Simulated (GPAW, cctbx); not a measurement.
# TlCuAg2Br6: the scripts behind a bonding study

Short scripts, each with its output. The cell comes from substitution in a known structure type and wasn't matched to any measured phase.

## Step 1: Build the all-electron density and subtract free atoms

```text
cell
1.0
     0.000000000    5.363521800    5.363521800
     5.363521800    0.000000000    5.363521800
     5.363521800    5.363521800    0.000000000
Tl Ag Br Cu
1 2 6 1
Direct
0.000000000 0.000000000 0.000000000
0.250000000 0.250000000 0.250000000
0.750000000 0.750000000 0.750000000
0.735834370 0.735834370 0.264165630
0.735834370 0.264165630 0.735834370
0.264165630 0.735834370 0.264165630
0.264165630 0.735834370 0.735834370
0.264165630 0.264165630 0.735834370
0.735834370 0.264165630 0.264165630
0.500000000 0.500000000 0.500000000
```

```python
import numpy as np
from ase.io import read
from ase.units import Bohr
from gpaw import GPAW, PW, FermiDirac
from gpaw.calculator import GPAW as OldGPAW
from gpaw.mpi import serial_comm, world
from scipy.special import erfc
from scipy.spatial import cKDTree

atoms = read("cell.vasp")
atoms.calc = GPAW(mode=PW(450), xc="PBE", kpts={"size": (3, 3, 3), "gamma": True},
                 occupations=FermiDirac(0.05), maxiter=120, symmetry={"tolerance": 1e-5}, txt="scf.txt")
atoms.get_potential_energy()
rho = atoms.calc.get_all_electron_density(gridrefinement=2)
moments = atoms.get_magnetic_moments() if atoms.calc.get_number_of_spins() == 2 else np.zeros(len(atoms))
total = atoms.get_magnetic_moment() if moments.any() else 0.0
if world.rank == 0:
    free = OldGPAW(mode=PW(450), xc="PBE", txt=None, communicator=serial_comm)
    neutral = atoms.copy()
    neutral.set_initial_magnetic_moments(None)
    free.initialize(neutral)
    free.set_positions(neutral)
    drho = rho - free.get_all_electron_density(gridrefinement=2)
    # GPAW starts from confined atoms: exchange their smooth part for that of the datasets' free atoms
    h = np.stack(np.meshgrid(*[np.fft.fftfreq(n, 1 / n) for n in drho.shape], indexing="ij"), -1)
    gabs = np.linalg.norm(h @ atoms.cell.reciprocal(), axis=-1)
    tails = np.fft.fftn(free.get_pseudo_density(gridrefinement=2))
    g, form, v0 = np.linspace(0, gabs.max(), 1500), {}, 0
    for e in set(atoms.symbols):
        idx = atoms.symbols.search(e)
        d = free.setups[idx[0]].data
        r, w = d.rgd.r_g * Bohr, d.rgd.r_g**2 * d.rgd.dr_g
        j0 = np.sinc(2 * g[:, None] * r)
        smooth = sum(f * p**2 for f, p in zip(d.f_j, d.phit_jg)) + np.sqrt(4 * np.pi) * d.nct_g
        full = sum(f * p**2 for f, p in zip(d.f_j, d.phi_jg)) + np.sqrt(4 * np.pi) * d.nc_g
        phase = sum(np.exp(-2j * np.pi * h @ s) for s in atoms.get_scaled_positions()[idx])
        tails -= np.interp(gabs, g, j0 @ (smooth * w)) * phase * drho.size / atoms.get_volume()
        form[e] = j0 @ (full * w)
        v0 += 2 * np.pi / 3 * 14.3996 * (full * w * r**2).sum() * len(idx)  # V A^3
    tails *= 0.5 * erfc((gabs - 1.8) / 0.25)  # the tails differ at long wavelengths alone
    drho += np.fft.ifftn(tails).real  # crystal minus superposed spherical free atoms
    np.save("drho.npy", drho)
    dv = atoms.get_volume() / drho.size
    print("grid", drho.shape, " electrons %.3f" % (rho.sum() * dv), " moved by bonding %.3f e" % (abs(drho).sum() * dv / 2))
    pts = np.indices(drho.shape).reshape(3, -1).T / drho.shape @ atoms.cell
    shifts = (np.indices((3, 3, 3)).reshape(3, -1).T - 1) @ atoms.cell
    images = (atoms.positions[None] + shifts[:, None]).reshape(-1, 3)
    dist, idx = cKDTree(images).query(pts, k=4)
    out = drho.ravel()[dist[:, 0] > 0.5]
    print("deformation density beyond 0.5 A of the nuclei: max %.3f, min %.3f e/A^3" % (out.max(), out.min()))
    tie = dist < dist[:, :1] + 1e-4
    q = -np.bincount((idx % len(atoms))[tie], (drho.ravel()[:, None] / tie.sum(1, keepdims=True) * tie)[tie], len(atoms)) * dv
    print("atom        x       y       z   Voronoi charge  moment")
    for a, s, c, m in zip(atoms, atoms.get_scaled_positions(), q, moments):
        print("%-2s%-3d %7.4f %7.4f %7.4f %10.3f %10.2f" % (a.symbol, a.index + 1, *s, c, m))
    np.savez("free.npz", g=g, **form)
    print("mean inner potential of superposed free atoms %.3f V" % (v0 / atoms.get_volume()))
    print("total magnetic moment %.3f muB" % total)
```

```console
$ OMP_NUM_THREADS=1 mpirun -n 4 gpaw python run.py > gpaw.log
```

```text
grid (80, 80, 80)  electrons 414.000  moved by bonding 1.779 e
deformation density beyond 0.5 A of the nuclei: max 0.061, min -0.282 e/A^3
atom        x       y       z   Voronoi charge  moment
Tl1    0.0000  0.0000  0.0000      0.244       0.00
Ag2    0.2500  0.2500  0.2500      0.446       0.00
Ag3    0.7500  0.7500  0.7500      0.446       0.00
Br4    0.7358  0.7358  0.2642     -0.225       0.00
Br5    0.7358  0.2642  0.7358     -0.225       0.00
Br6    0.2642  0.7358  0.2642     -0.225       0.00
Br7    0.2642  0.7358  0.7358     -0.225       0.00
Br8    0.2642  0.2642  0.7358     -0.225       0.00
Br9    0.7358  0.2642  0.2642     -0.225       0.00
Cu10   0.5000  0.5000  0.5000      0.215       0.00
mean inner potential of superposed free atoms 12.059 V
total magnetic moment 0.000 muB
```

Time: 26 s on 4 cores of Arm Neoverse V1 (shared host), peak memory 1.3 GiB.

## Step 2: Fourier-transform the difference

```python
from cctbx import adptbx, crystal, miller, xray
from cctbx.eltbx import tiny_pse
import numpy as np

cs = crystal.symmetry(unit_cell=(10.727, 10.727, 10.727, 90, 90, 90), space_group_symbol='Hall: -F 4 2 3')  # Fm-3m
atoms = [  # label, site, U (iso, or U11 U22 U33 U12 U13 U23 in A^2), occupancy
    ("Tl1", (0, 0, 0), 0.0000, 1),
    ("Ag1", (0.25, 0.75, 0.75), 0.0000, 1),
    ("Br1", (0, 0, 0.73583), 0.0000, 1),
    ("Cu1", (0.5, 0, 0), 0.0000, 1),
]
xs = xray.structure(crystal_symmetry=cs)
for label, site, u, occ in atoms:
    u = adptbx.u_cif_as_u_star(cs.unit_cell(), u) if isinstance(u, tuple) else u
    xs.add_scatterer(xray.scatterer(label, site=site, u=u, occupancy=occ))
xs.scattering_type_registry(table="wk1995")
drho = np.load("drho.npy")
T = np.array([[-1, 1, 1], [1, -1, 1], [1, 1, -1]])  # conventional axes in terms of the primitive ones
dF = np.fft.ifftn(drho) * 1234.35516  # electrons a conventional cell, indexed by primitive hkl
ms = miller.build_set(cs, anomalous_flag=False, d_min=0.9).sort("resolution")
iam = ms.structure_factors_from_scatterers(xs, algorithm="direct").f_calc()
p1 = xs.expand_to_p1()
z = np.array([tiny_pse.table(sc.scattering_type).atomic_number() for sc in p1.scatterers()])
x = np.array(p1.sites_frac())
free = np.load("free.npz")
print("static structure factors of the conventional cell: F in electrons, V (Mott-Bethe) in volts")
print("   h  k  l      d  |F| table  |F| free   |F| DFT   change   |V| free  |V| DFT  change %")
for h, d, table in list(zip(ms.indices(), ms.d_spacings().data(), iam.data()))[:16]:
    df = dF[tuple(np.rint(np.linalg.solve(T, h)).astype(int))]
    phase = np.exp(2j * np.pi * x @ h)
    f = sum(np.interp(1 / d, free["g"], free[sc.scattering_type]) * p for sc, p in zip(p1.scatterers(), phase))
    fz = (z * phase).sum()
    c = 14.3996 * d * d / (np.pi * cs.unit_cell().volume())
    v0, v1 = abs(fz - f) * c, abs(fz - f - df) * c
    print("%4d%3d%3d %7.4f %9.3f %9.3f %9.3f %8.3f %9.3f %8.3f %8s" % (h + (d, abs(table), abs(f), abs(f + df), abs(f + df) - abs(f), v0, v1, "%.1f" % (100 * (v1 / v0 - 1)) if v0 > 0.02 else "-")))
```

```console
$ python run.py
```

```text
static structure factors of the conventional cell: F in electrons, V (Mott-Bethe) in volts
   h  k  l      d  |F| table  |F| free   |F| DFT   change   |V| free  |V| DFT  change %
   1  1  1  6.1932   130.650   130.593   130.494   -0.099     0.387    0.401      3.6
   0  2  0  5.3635   329.905   329.546   330.991    1.445     2.017    1.863     -7.7
   0  2  2  3.7926   499.256   498.585   495.312   -3.273     2.471    2.646      7.1
   1  3  1  3.2343   209.948   210.266   210.721    0.455     0.848    0.831     -2.1
   2  2  2  3.0966   633.822   634.215   636.236    2.022     4.576    4.504     -1.6
   0  4  0  2.6818  1354.071  1353.334  1353.655    0.320     7.614    7.605     -0.1
   1  3  3  2.4609   277.535   278.092   278.590    0.497     1.188    1.177     -0.9
   0  4  2  2.3986   273.005   273.006   272.391   -0.615     1.236    1.249      1.1
   2  4  2  2.1896   428.978   427.517   428.251    0.734     1.776    1.763     -0.7
   3  3  3  2.0644   338.230   338.821   339.245    0.424     1.438    1.432     -0.5
   1  5  1  2.0644    47.386    47.869    48.560    0.691     0.162    0.173      6.8
   0  4  4  1.8963  1193.132  1191.933  1191.392   -0.542     5.727    5.735      0.1
   1  5  3  1.8132   117.678   118.172   118.686    0.514     0.223    0.217     -2.8
   0  6  0  1.7878   288.206   287.757   285.907   -1.849     1.131    1.153      1.9
   2  4  4  1.7878   239.276   238.839   237.693   -1.146     0.884    0.897      1.5
   0  6  2  1.6961   424.728   423.823   424.103    0.280     1.662    1.659     -0.2
```

Time: 0.51 s on 1 core of Arm Neoverse V1 (shared host), peak memory 0.09 GiB.

[Outputs are excerpts: Python notices, other lines and further rows are left out; steps that failed or that the build refused (PBEsol, TPSS) are not shown.]

[Logs are printed without paths, hosts, clocks, repeated set-up lines and the standing remarks that a program may print on its own settings, such as how far it seeks lower states.]
